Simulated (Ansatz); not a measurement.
# SrHgGeSe4 (Ama2): band gap by G0W0 on PBE, part 2 of 3

Wanted: the gap of SrHgGeSe4 (Ama2) with a many-body correction, and the time that it takes.

Ansatz 0.2.0; PBE, then G0W0 on it, plane waves, PAW. Known limits of the many-body steps: finite bands, screening cutoff and k mesh; no spin-orbit coupling in G0W0; d shells not analysed; screening cutoff under 40 eV in some runs.

So far: Starting point; Relaxing the structure.

### Step 3. The PBE band structure

Level of this step: DFT, PBE, plane waves, PAW; PAW set soft_1 (Ansatz).

Levels along a band path and on the mesh show where this functional puts the band edges.

Input file input.yaml:

```yaml
crystal:
  lattice:
    - [10.8375, 0.0, 0.0]
    - [0.0, 5.3728, 3.31885]
    - [0.0, -5.3728, 3.31885]
  atoms:
    - { symbol: Sr, position: [0.0, 0.2560433466, 0.2560433466] }
    - { symbol: Sr, position: [0.5, 0.2560433466, 0.2560433466] }
    - { symbol: Ge, position: [0.25, 0.9567885199, 0.5195787844] }
    - { symbol: Ge, position: [0.75, 0.5195787844, 0.9567885199] }
    - { symbol: Hg, position: [0.25, 0.5280692319, 0.8556187453] }
    - { symbol: Hg, position: [0.75, 0.8556187453, 0.5280692319] }
    - { symbol: Se, position: [0.0730524407, 0.1828143308, 0.7237791204] }
    - { symbol: Se, position: [0.9269475593, 0.7237791204, 0.1828143308] }
    - { symbol: Se, position: [0.4269475593, 0.1828143308, 0.7237791204] }
    - { symbol: Se, position: [0.5730524407, 0.7237791204, 0.1828143308] }
    - { symbol: Se, position: [0.25, 0.9728837483, 0.1441951116] }
    - { symbol: Se, position: [0.75, 0.1441951116, 0.9728837483] }
    - { symbol: Se, position: [0.25, 0.5501429265, 0.4178893364] }
    - { symbol: Se, position: [0.75, 0.4178893364, 0.5501429265] }
kpoints:
  mp_grid: { grid: [2, 4, 4] }
  band_path:
    path:
      - [[0.0, 0.0, 0.0], [0.0, 0.5, -0.5], [0.0, 0.65460757, -0.34539243]]
      - [[0.0, 0.34539243, 0.34539243], [0.0, 0.0, 0.0], [0.5, 0.0, 0.0], [0.5, 0.34539243, 0.34539243]]
      - [[0.5, 0.65460757, -0.34539243], [0.5, 0.5, -0.5], [0.0, 0.5, -0.5]]
      - [[0.0, 0.0, 0.0], [0.0, 0.5, 0.0], [0.5, 0.5, 0.0], [0.5, 0.0, 0.0], [0.5, 0.5, -0.5]]
    npoints: 10
hamiltonian:
  xc: pbe
  pseudopotentials: { kind: paw, azcp: { folder: soft_1 } }
scf:
  occupations: { method: fermi_dirac, width: 0.02 }
  n_extra_bands: 8
output:
  eigenvalues: true
  forces: true
  stress: true
  write_density: true
  write_potential: true
  elf: true
  volumetric_format: npy
```

Run with:

```sh
ansatz run input.yaml --threads 2 --pin off --max-ram 92160MiB --backend cuda --events-out ev --progress --plain --runs-dir out --devices 1 --max-vram 13GiB
```

Numbers of over 12 decimals in the logs are rounded to 6 here.

Output:

```text
[...]
GPUs: using 1 of 1 available (devices: 1).
[...]
GPU FFT provider: cuFFT
GPU libraries: cuBLAS 13.8.2, cuFFT 12.4.0, cuSOLVER 12.3.4
Crystal: 14 atoms, lattice volume = 386.498 Å³
Basis set: ecut = 420 eV, 7535 PW (Γ), exchange–correlation on 150×90×90 points (8 copies of the dense FFT grid, shifted against one another)
Bands: 116, of which v1, the nominal top of the filled ones, is band 108 counted from 1 (107 counted from 0)
Symmetry: 4 space group operations
[...]
k-points: 14 of 32 (time reversal used)
[...]
GPU buffer pool allocated for 151875 grid points (all kernels)
[...]
SCF iter   1: F=—  HF=-87077.248241 eV  |F-HF|=—  |Δ(HF+E_count)|=         —  Δρ=4.06e-2  dr2=1.16e1  ethr=3.10e-3  ⟨swp⟩=7.9  Hψ=7088  notcnv=0  defer=1
[...]
SCF iter  12: F=-87073.125918 eV  HF=-87073.125918 eV  |F-HF|=3.56e-8  |Δ(HF+E_count)|=   2.15e-8  Δρ=2.03e-6  dr2=2.28e-8  ethr=4.63e-11  ⟨swp⟩=17.8  Hψ=17576  notcnv=0
SCF 1 converged in 12 iterations: F = -87073.125918 eV  dr2 = 2.28e-8
[...]
NSCF: frozen V_eff on 114 k-points
SCF converged after 12 iterations
Free energy (F): -87073.125918 eV
[...]
Internal energy: -87073.125918 eV  (E = F + TS)
E sigma→0 (E₀):  -87073.125918 eV
Fermi energy:    7.895485 eV
[...]
--- Forces (eV/Å), atoms counted from 1 ---
  atom   1  Sr     0.00000000    -0.00000000     0.00021770
  atom   2  Sr     0.00000000     0.00000000     0.00021770
  atom   3  Ge     0.00000000    -0.00675702    -0.00136082
  atom   4  Ge     0.00000000     0.00675702    -0.00136082
  atom   5  Hg     0.00000000     0.01133323     0.00062630
  atom   6  Hg     0.00000000    -0.01133323     0.00062630
  atom   7  Se    -0.00775570    -0.00004687    -0.00125242
  atom   8  Se     0.00775570     0.00004687    -0.00125242
  atom   9  Se     0.00775570    -0.00004687    -0.00125242
  atom  10  Se    -0.00775570     0.00004687    -0.00125242
  atom  11  Se    -0.00000000    -0.00138081     0.00081958
  atom  12  Se    -0.00000000     0.00138081     0.00081958
  atom  13  Se     0.00000000     0.00375483     0.00217236
  atom  14  Se     0.00000000    -0.00375483     0.00217236
  max |Σ_I F_I| component: 5.94e-5 eV/Å
--- Stress (GPa, compression-positive) ---
        1.850225      -0.000000      -0.000000
       -0.000000       1.745833       0.000000
       -0.000000       0.000000       2.142481
  P = ⅓ Tr σ = 1.9128 GPa (19.128 kbar)
--- Band table (eV; the first three rows and the last of 14) ---
  k-point 0: bands = [... 104 lower, 6.7826, 6.8014, 6.8799, 6.9265, 8.7161, 9.2278, 9.6713, 10.1798, ... 4 higher]
  k-point 1: bands = [... 104 lower, 6.4175, 6.6322, 6.7617, 6.9232, 8.6039, 9.3892, 9.7505, 10.2206, ... 4 higher]
  k-point 2: bands = [... 104 lower, 6.3774, 6.6323, 6.6962, 6.7484, 8.7042, 9.3255, 9.4417, 10.0280, ... 4 higher]
  k-point 13: bands = [... 104 lower, 6.5275, 6.5275, 7.1981, 7.1981, 9.0328, 9.0328, 10.0680, 10.0680, ... 4 higher]
```

It took 18 s on 1 × NVIDIA H100 80GB HBM3 (shared by 6 runs) with 2 threads of AMD EPYC 7R13 (Zen 3), shared host; peak memory 1.4 GiB; 24 s of CPU time.

In the SCF lines HF is the Harris–Foulkes energy and dr2 the Hartree energy of the density residual, in eV; the loop may stop once dr2 is under the threshold and the program's other checks hold. Hψ counts applications of the Hamiltonian.

This step gave:

- pressure: 1.913 GPa
- filled bands: 108
- gap: 1.100 eV
- valence top at: Y
- conduction bottom at: Y
- least direct gap: 1.100 eV

Over mesh and path the gap is 1.100 eV, direct, at k = (0.000, 0.500, -0.500).

Electronic bands along the path, in eV, zero at the top of the highest nominally filled band:

```
     point  band 105  band 106  band 107  band 108  band 109  band 110  band 111  band 112
         Γ     -0.56     -0.54     -0.47     -0.42      1.37      1.88      2.33      2.83
   halfway     -0.81     -0.65     -0.47     -0.36      1.40      2.05      2.12      2.86
         Y     -0.51     -0.44     -0.23      0.00      1.10      2.11      2.57      2.71
   halfway     -0.57     -0.43     -0.25     -0.09      1.30      1.77      2.60      2.70
        F0     -0.67     -0.55     -0.37     -0.35      1.55      1.71      2.04      2.63
jump to Δ0     -0.67     -0.55     -0.37     -0.35      1.55      1.71      2.04      2.63
   halfway     -1.00     -0.71     -0.62     -0.49      1.35      1.69      2.68      2.88
         Γ     -0.56     -0.54     -0.47     -0.42      1.37      1.88      2.33      2.83
   halfway     -0.64     -0.62     -0.53     -0.50      1.58      1.96      2.27      2.72
         Z     -0.63     -0.63     -0.55     -0.55      1.89      1.89      2.42      2.42
   halfway     -0.76     -0.76     -0.67     -0.67      1.56      1.56      2.74      2.74
        B0     -0.72     -0.72     -0.44     -0.44      1.66      1.66      2.30      2.30
jump to G0     -0.72     -0.72     -0.44     -0.44      1.66      1.66      2.30      2.30
   halfway     -0.77     -0.77     -0.21     -0.21      1.64      1.64      2.64      2.64
         T     -0.82     -0.82     -0.15     -0.15      1.69      1.69      2.72      2.72
   halfway     -0.65     -0.51     -0.27     -0.04      1.29      2.01      2.63      2.73
         Y     -0.51     -0.44     -0.23      0.00      1.10      2.11      2.57      2.71
 jump to Γ     -0.56     -0.54     -0.47     -0.42      1.37      1.88      2.33      2.83
   halfway     -0.93     -0.71     -0.58     -0.42      1.26      2.04      2.40      2.88
         S     -0.97     -0.71     -0.65     -0.60      1.36      1.98      2.10      2.68
   halfway     -0.99     -0.70     -0.64     -0.59      1.44      1.97      2.06      2.68
         R     -0.99     -0.67     -0.67     -0.58      1.56      1.90      2.05      2.67
   halfway     -0.76     -0.73     -0.67     -0.66      1.58      1.83      2.59      2.59
         Z     -0.63     -0.63     -0.55     -0.55      1.89      1.89      2.42      2.42
   halfway     -0.73     -0.73     -0.66     -0.66      1.86      1.86      2.44      2.44
         T     -0.82     -0.82     -0.15     -0.15      1.69      1.69      2.72      2.72
```

Valence density in the bc plane of the conventional cell at fractional x = 0.250, with atoms of Ge and Hg and Se within 0.2 Å of it. It is the smooth field of the valence electrons, not physical close to the nuclei.

Values in e/Å³, 10 rows by 16 columns, each cell a mean:
```
 0  0  0  0  0  0  0  0  7 16  1  0  0  0  1  1
 0  0  0  3  1  0  0  0  0  1  0  0  0  1  1  0
 0  0  1 26  4  0  0  0  0  0  0  0  4 11  4  0
 0  1  1  3  1  1  6  2  0  0  0  0  3 10  3  0
 6 14  1  0  0  1 26  8  0  0  0  0  0  1  0  0
 7 16  1  0  0  0  1  1  0  0  0  0  0  0  0  0
 0  1  0  0  0  1  1  0  0  0  0  3  1  0  0  0
 0  0  0  0  4 11  4  0  0  0  1 26  4  0  0  0
 0  0  0  0  3 10  3  0  0  1  1  3  1  1  6  2
 0  0  0  0  0  1  0  0  6 14  1  0  0  1 26  8
```
Columns run along b (10.7 Å), rows up along c (6.6 Å), edges of the conventional cell, whose origin can differ from the input's. Atoms in or near the plane, at fractional coordinates: Ge at (0.72, 0.24), Ge at (0.22, 0.74), Hg at (0.34, 0.19), Hg at (0.84, 0.69), Se at (0.91, 0.06), Se at (0.41, 0.56), Se at (0.07, 0.48), Se at (0.57, 0.98).

Electrostatic potential energy in the bc plane of the conventional cell at fractional x = 0.250, with atoms of Ge and Hg and Se within 0.2 Å of it. With pseudopotentials it is smooth inside the atoms' cores, unlike the true potential.

Values in eV, 10 rows by 16 columns, each cell a mean:
```
  9  11   9   7   8   9  10   4  -3   4  -3  10  10   3  -6  -3
 11   9  -2 -12  -7   8  10   9   1  -1   8  10   2  -9   0   9
 11   8 -11 -11 -13   4   4   7  10  11  12   8 -21 -33 -22   7
  3  -1  -4 -12  -7  -4  -3  -6   7  12  12   8 -20 -33 -20   7
 -4   1  -4   6   7  -6   8  -2   5  12  12  10   3  -6   3   4
 -3   4  -3  10  10   3  -6  -3   9  11   9   7   8   9  10   4
  1  -1   8  10   2  -9   0   9  11   9  -2 -12  -7   8  10   9
 10  11  12   8 -21 -33 -22   7  11   8 -11 -11 -13   4   4   7
  7  12  12   8 -20 -33 -20   7   3  -1  -4 -12  -7  -4  -3  -6
  5  12  12  10   3  -6   3   4  -4   1  -4   6   7  -6   8  -2
```
Columns run along b (10.7 Å; values clipped at the 3rd and 97th percentile), rows up along c (6.6 Å), edges of the conventional cell, whose origin can differ from the input's. Atoms in or near the plane, at fractional coordinates: Ge at (0.72, 0.24), Ge at (0.22, 0.74), Hg at (0.34, 0.19), Hg at (0.84, 0.69), Se at (0.91, 0.06), Se at (0.41, 0.56), Se at (0.07, 0.48), Se at (0.57, 0.98).

### Step 4. One-shot GW

G0W0 replaces the xc potential by a self-energy built once from the orbitals of the start. Levels are corrected in the window of bands that the input names, at points of the mesh.

This step: G0W0 on PBE, plane waves, PAW; PAW set soft_1.

input.yaml, the sections that differ from step 3:

```yaml
kpoints:
  mp_grid: { grid: [2, 2, 2] }
scf:
  occupations: { method: fixed }
gw:
  n_empty_bands: 877
  ecut_chi: 100.0
  qp_bands: [v4, c4]
  qp_kpoints: band_edges
  screening: { model: contour_deformation }
# crystal, hamiltonian: as in step 3
# output: removed
```

Output:

```text
GPUs: using 1 of 1 available (devices: 1).
[...]
GPU FFT provider: cuFFT
GPU libraries: cuBLAS 13.8.2, cuFFT 12.4.0, cuSOLVER 12.3.4
Crystal: 14 atoms, lattice volume = 386.498 Å³
Basis set: ecut = 420 eV, 7535 PW (Γ)
Bands: 130, of which v1, the nominal top of the filled ones, is band 108 counted from 1 (107 counted from 0)
Symmetry: 4 space group operations
[...]
k-points: 6 of 8
[...]
GPU buffer pool allocated for 151875 grid points (all kernels)
[...]
SCF iter   1: F=—  HF=-87077.200748 eV  |F-HF|=—  |Δ(HF+E_count)|=         —  Δρ=4.05e-2  dr2=1.16e1  ethr=3.10e-3  ⟨swp⟩=6.5  Hψ=2537  notcnv=0  defer=112
[...]
SCF iter  11: F=-87073.106208 eV  HF=-87073.106208 eV  |F-HF|=4.97e-8  |Δ(HF+E_count)|=   5.63e-7  Δρ=2.84e-6  dr2=5.65e-8  ethr=4.63e-11  ⟨swp⟩=13.7  Hψ=4057  notcnv=0
SCF 1 converged in 11 iterations: F = -87073.106208 eV  dr2 = 5.65e-8
[...]
the band table was solved once the SCF had ended and its energy, with any forces and stress, was formed, with the checks that follow a solve (3035 applications of the Hamiltonian). They found nothing against the state; the energy, forces and stress were not computed again (output.eigenvalues in the input reference)
[...]
G₀W₀ screening: q 1/6
[... further progress lines ...]
[...]
SCF converged after 11 iterations
Free energy (F): -87073.106208 eV
[...]
Internal energy: -87073.106208 eV  (E = F + TS)
E sigma→0 (E₀):  -87073.106208 eV
Fermi energy:    7.327226 eV
[...]
--- Band table (eV; the first three rows and the last of 6) ---
  k-point 0: bands = [... 104 lower, 6.7880, 6.8119, 6.8815, 6.9276, 8.7138, 9.2301, 9.6663, 10.1852, ... 18 higher]
  k-point 1: bands = [... 104 lower, 6.3749, 6.6398, 6.6781, 6.7549, 8.6975, 9.3297, 9.4456, 10.0309, ... 18 higher]
  k-point 2: bands = [... 104 lower, 6.8373, 6.8876, 7.1171, 7.3272, 8.4482, 9.4679, 9.9074, 10.0456, ... 18 higher]
  k-point 5: bands = [... 104 lower, 6.5325, 6.5325, 7.1821, 7.1821, 9.0400, 9.0400, 10.0635, 10.0635, ... 18 higher]
--- G₀W₀: contour deformation, 7 samples at zero and on the imaginary axis and 1 off it, 8 q-points, 877 empty bands' worth ---
  eigenvalues of the whole cell's RPA ε∞ on this k-mesh (on a slab, of 1 + 4πα/V) = 6.6702, 7.5376, 10.4379; static W/v taken at q = 0 is 0.111175
  bands read: the sum over 985 bands ends inside a degenerate multiplet in 2 slots, whose members it reads at an even weight; the widest, k=3: bands 985 to 986 (counted from 1) at 1/2 each
  gw.qp_kpoints: band_edges: 6 of 6 stored k-points solved, in 1 pass; an edge of the gap read off the rows below is read off those points alone
    ik  band        ε_KS         Σx   Σc(E_QP)       V_xc       Z   E_QP_lin       E_QP  E_QP is
     0   105      6.7880   -17.9458     2.0070   -15.3622  0.7399     6.2021     6.2114  root
     0   106      6.8119   -17.8867     1.8866   -15.4628  0.7380     6.2666     6.2747  root
     0   107      6.8815   -17.9964     1.8522   -15.6095  0.7422     6.3393     6.3468  root
     0   108      6.9276   -18.1989     1.8839   -15.7408  0.7460     6.3455     6.3535  root
     0   109      8.7138   -10.9576    -3.3811   -14.6569  0.7711     9.0337     9.0320  root
     0   110      9.2301   -10.8650    -3.4942   -14.7346  0.7590     9.6085     9.6054  root
     0   111      9.6663   -11.4776    -3.6911   -15.5435  0.7533    10.0428    10.0412  root
     0   112     10.1852   -11.2708    -3.9299   -15.6216  0.7331    10.6122    10.6061  root
     1   105      6.3749   -17.4534     2.2118   -14.6425  0.7274     5.7625     5.7758  root
     1   106      6.6398   -17.8449     2.0524   -15.2174  0.7356     6.0547     6.0649  root
     1   107      6.6781   -18.6743     2.0227   -16.1394  0.7333     6.1560     6.1659  root
     1   108      6.7549   -17.8410     2.0539   -15.2072  0.7365     6.1651     6.1751  root
     1   109      8.6975   -10.7447    -3.3923   -14.4347  0.7666     8.9967     8.9952  root
     1   110      9.3297   -10.7323    -3.5432   -14.6083  0.7584     9.6650     9.6625  root
     1   111      9.4456   -11.0690    -3.6441   -15.1082  0.7520     9.8450     9.8406  root
     1   112     10.0309   -10.0216    -3.8653   -14.2215  0.7524    10.3689    10.3655  root
     2   105      6.8373   -17.9460     1.9797   -15.3745  0.7449     6.2367     6.2456  root
     2   106      6.8876   -18.1270     1.9667   -15.6430  0.7338     6.3592     6.3703  root
     2   107      7.1171   -18.0310     1.8452   -15.6493  0.7416     6.5735     6.5806  root
     2   108      7.3272   -18.8622     1.9278   -16.4212  0.7404     6.8070     6.8140  root
     2   109      8.4482   -10.1597    -3.2687   -13.7094  0.7681     8.7304     8.7292  root
     2   110      9.4679   -11.1282    -3.5634   -15.0489  0.7457     9.8261     9.8252  root
     2   111      9.9074   -10.7948    -3.7808   -14.9555  0.7581    10.2917    10.2873  root
     2   112     10.0456    -9.5502    -3.8602   -13.7357  0.7645    10.3735    10.3708  root
     3   105      6.7187   -17.8534     1.8112   -15.5211  0.7399     6.1900     6.1977  root
     3   106      6.7187   -17.8534     1.8112   -15.5211  0.7399     6.1900     6.1977  root
     3   107      6.7984   -17.7855     2.0204   -15.1788  0.7401     6.2025     6.2121  root
     3   108      6.7984   -17.7855     2.0204   -15.1788  0.7401     6.2025     6.2121  root
     3   109      9.2286   -11.3122    -3.4949   -15.1677  0.7607     9.5922     9.5891  root
     3   110      9.2286   -11.3122    -3.4949   -15.1677  0.7607     9.5922     9.5891  root
     3   111      9.7713   -11.0116    -3.6786   -15.0558  0.7501    10.1404    10.1368  root
     3   112      9.7713   -11.0116    -3.6786   -15.0558  0.7501    10.1404    10.1368  root
     4   105      6.3609   -17.6607     2.2238   -14.8154  0.7329     5.7264     5.7395  root
     4   106      6.6717   -18.4651     2.1076   -15.8042  0.7326     6.1072     6.1184  root
     4   107      6.6749   -17.5886     2.0252   -14.9959  0.7351     6.0975     6.1074  root
     4   108      6.7618   -18.3033     2.0093   -15.7501  0.7364     6.2085     6.2179  root
     4   109      8.8946   -10.8759    -3.4460   -14.6172  0.7636     9.1915     9.1898  root
     4   110      9.2475   -10.9231    -3.5142   -14.7745  0.7579     9.5873     9.5847  root
     4   111      9.4036   -10.6852    -3.5094   -14.5366  0.7561     9.7483     9.7456  root
     4   112     10.0199   -10.4234    -3.8423   -14.6231  0.7515    10.3808    10.3772  root
     5   105      6.5325   -17.7826     2.1215   -15.0661  0.7349     5.9259     5.9375  root
     5   106      6.5325   -17.7826     2.1215   -15.0661  0.7349     5.9259     5.9375  root
     5   107      7.1821   -18.6169     1.9316   -16.1680  0.7387     6.6571     6.6650  root
     5   108      7.1821   -18.6169     1.9316   -16.1680  0.7387     6.6571     6.6650  root
     5   109      9.0400   -10.7787    -3.4214   -14.5211  0.7575     9.3635     9.3610  root
     5   110      9.0400   -10.7787    -3.4214   -14.5211  0.7575     9.3635     9.3610  root
     5   111     10.0635   -10.4477    -3.7964   -14.5975  0.7569    10.4204    10.4169  root
     5   112     10.0635   -10.4477    -3.7964   -14.5975  0.7569    10.4204    10.4169  root
```

Wall time 34 s (1 × NVIDIA H100 80GB HBM3 (shared by 6 runs) with 2 threads); peak memory 3 GiB.

Numbers from this step:

```yaml
bands_summed: 985
rpa_eps_infinity_on_this_mesh_eigenvalues: 6.670, 7.538, 10.44
plane_waves_in_the_screening_matrix: 889
q_points_in_the_mesh: 8
g0w0_gap_over_the_corrected_points: 1.915 eV
k_of_the_valence_top: 0, -0.5, -0.5
k_of_the_conduction_bottom: 0, -0.5, -0.5
starting_gap_on_the_mesh: 1.121 eV
z_at_the_valence_top: 0.7404
z_at_the_conduction_bottom: 0.7681
least_direct_g0w0_gap_over_the_corrected_points: 1.915 eV
```

Over all 6 irreducible mesh points the G0W0 gap is 1.915 eV, direct, at k = (0.000, -0.500, -0.500). The PBE gap of this run on the mesh is 1.121 eV. The two states that bound the G0W0 gap lie that far apart at the start, so the correction of the gap is 1.915 − 1.121 = +0.794 eV. The start of this run differs from the step before in mesh (2×4×4 and 2×2×2).

Labels follow the order of the start: v1 is the top filled band, c1 the lowest empty one; levels that stay degenerate share a row, the window can cut a multiplet, doubted levels are not marked in this list, bands outside the window were not corrected, and the list may be a part of the corrected levels. The levels before and after the correction (eV, zero at the valence-band top of each column):

|  | conduction bottom | valence top |
| --- | --- | --- |
| Kohn-Sham | 1.12 | 0.00 |
| G0W0 | 1.92 | 0.00 |

```
                      level  occupation  energy (eV)
Kohn-Sham  (0 -0.5 -0.5) v4           2       -0.490
Kohn-Sham  (0 -0.5 -0.5) v3           2       -0.440
Kohn-Sham  (0 -0.5 -0.5) v2           2       -0.210
Kohn-Sham  (0 -0.5 -0.5) v1           2        0.000
Kohn-Sham  (0 -0.5 -0.5) c1           0        1.121
Kohn-Sham  (0 -0.5 -0.5) c2           0        2.141
Kohn-Sham  (0 -0.5 -0.5) c3           0        2.580
Kohn-Sham  (0 -0.5 -0.5) c4           0        2.718
     G0W0  (0 -0.5 -0.5) v4           2       -0.568
     G0W0  (0 -0.5 -0.5) v3           2       -0.444
     G0W0  (0 -0.5 -0.5) v2           2       -0.233
     G0W0  (0 -0.5 -0.5) v1           2        0.000
     G0W0  (0 -0.5 -0.5) c1           0        1.915
     G0W0  (0 -0.5 -0.5) c2           0        3.011
     G0W0  (0 -0.5 -0.5) c3           0        3.473
     G0W0  (0 -0.5 -0.5) c4           0        3.557
```

The parts of the quasiparticle energy for the two states that bound the G0W0 gap, in eV on the run's own scale (QP = start + Σx + Σc − Vxc, with Σc at the quasiparticle energy):

| edge | k | band | start | Σx | Σc | Vxc | Z | QP |
| --- | --- | --- | --- | --- | --- | --- | --- | --- |
| valence top | (0.000, -0.500, -0.500) | 108 | 7.327 | −18.862 | 1.928 | −16.421 | 0.740 | 6.814 |
| conduction bottom | (0.000, -0.500, -0.500) | 109 | 8.448 | −10.160 | −3.269 | −13.709 | 0.768 | 8.729 |

(Part 2 of 3 ends here.)

[Paths, hosts, dates, memory and timing lines, banners, echoed tables and standing remarks are left out of the program output.]

[Logs are printed without paths, hosts, clocks, repeated set-up lines and the standing remarks that a program may print on its own settings, such as how far it seeks lower states.]

[Runs of the session that timed out or met a known fault of the program may be left out.]

[Cells called generated may have been cut or substituted from an entry of the Crystallography Open Database or the Materials Project.]

[Hosts, paths, dates, database ids (printed as entryN), source tags and the programs' standing remarks are cut or masked in the printed files.]

[Where an RPA ε∞ is given, it is that of the G0W0 mesh and is not shown converged in it. Names of k-points follow the symmetry that the program found, which can be lower than the space group named. Band edges on a path are those of the sampled points; other points can move an edge, and change direct to indirect where valleys lie close.]

[Hybrid gaps are those of their k-mesh and are not shown converged in it.]
